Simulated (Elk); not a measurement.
**GaP (F-43m): refractive index against wavelength**

The refractive index of GaP (F-43m) below the direct gap (1.82 eV on the mesh) is read from one computed spectrum, n = √(Re ε).

The structure is cubic, space group F-43m (No. 216). Conventional cell: a = 5.451 Å, b = 5.451 Å, c = 5.451 Å, α = 90.00°, β = 90.00°, γ = 90.00°. Around Ga on site a lie 4 P at 2.36 Å. Around P on site c lie 4 Ga at 2.36 Å.

Method: Elk 11.2.3 (patched build), PBE, independent particles, k-mesh 11×11×11, Lorentzian half width 0.15 eV.

Launch of the response step: `OMP_NUM_THREADS=4 elk`. The run took 16 s, its band step included, on 4 threads of Intel(R) Xeon(R) Platinum 8488C (Sapphire Rapids), on a shared host.

```tsv
wavelength (nm)	photon energy E (eV)	n
3000	0.413	3.3178
2000	0.620	3.3388
1550	0.800	3.3650
1310	0.946	3.3926
1064	1.165	?
```

In the single-oscillator model n² − 1 = E₀E_d/(E₀² − E²), so 1/(n² − 1) = E₀/E_d − E²/(E₀E_d) is linear in E².

Working, on the rows shown:

| x = E² (eV²) | y = 1/(n² − 1) |
| --- | --- |
| 0.170801 | 0.0999221 |
| 0.384302 | 0.0985456 |
| 0.639837 | 0.096869 |
| 0.895757 | 0.0951499 |

Means: x̄ = 0.52267, ȳ = 0.097622. Σ(x − x̄)(y − ȳ) = -0.001948, Σ(x − x̄)² = 0.2959. Slope = -0.001948 / 0.2959 = -0.006583; intercept = ȳ − slope · x̄ = 0.10106. Turned back into n, the line misses the rows shown by at most 0.00029.

Problem. What does the fit predict for the withheld row, and how well does it do?

Solution. At x = 1.3578 the line gives y = 0.092124, that is 3.4431. The run gave 3.4462, so the extrapolation is off by 0.0031, 2 % of the range in the table.

Refitted with all rows, the slope is -0.006724 and the intercept 0.10112. These give E₀ = √(intercept/−slope) = 3.88 eV and E_d = E₀/intercept = 38.3 eV; E₀ is 2.1 times the direct gap. The electronic limit at long wavelengths, without lattice vibrations, is n = √(1 + 1/intercept) = 3.300. Excitons are left out and so are local fields; PBE gaps are as a rule too small. The values come from a sum over the points of one k-mesh and carry its error, which grows as the direct gap shrinks. Spin-orbit coupling is left out.

[Logs are printed without paths, hosts, clocks, repeated set-up lines and the standing remarks that a program may print on its own settings, such as how far it seeks lower states.]
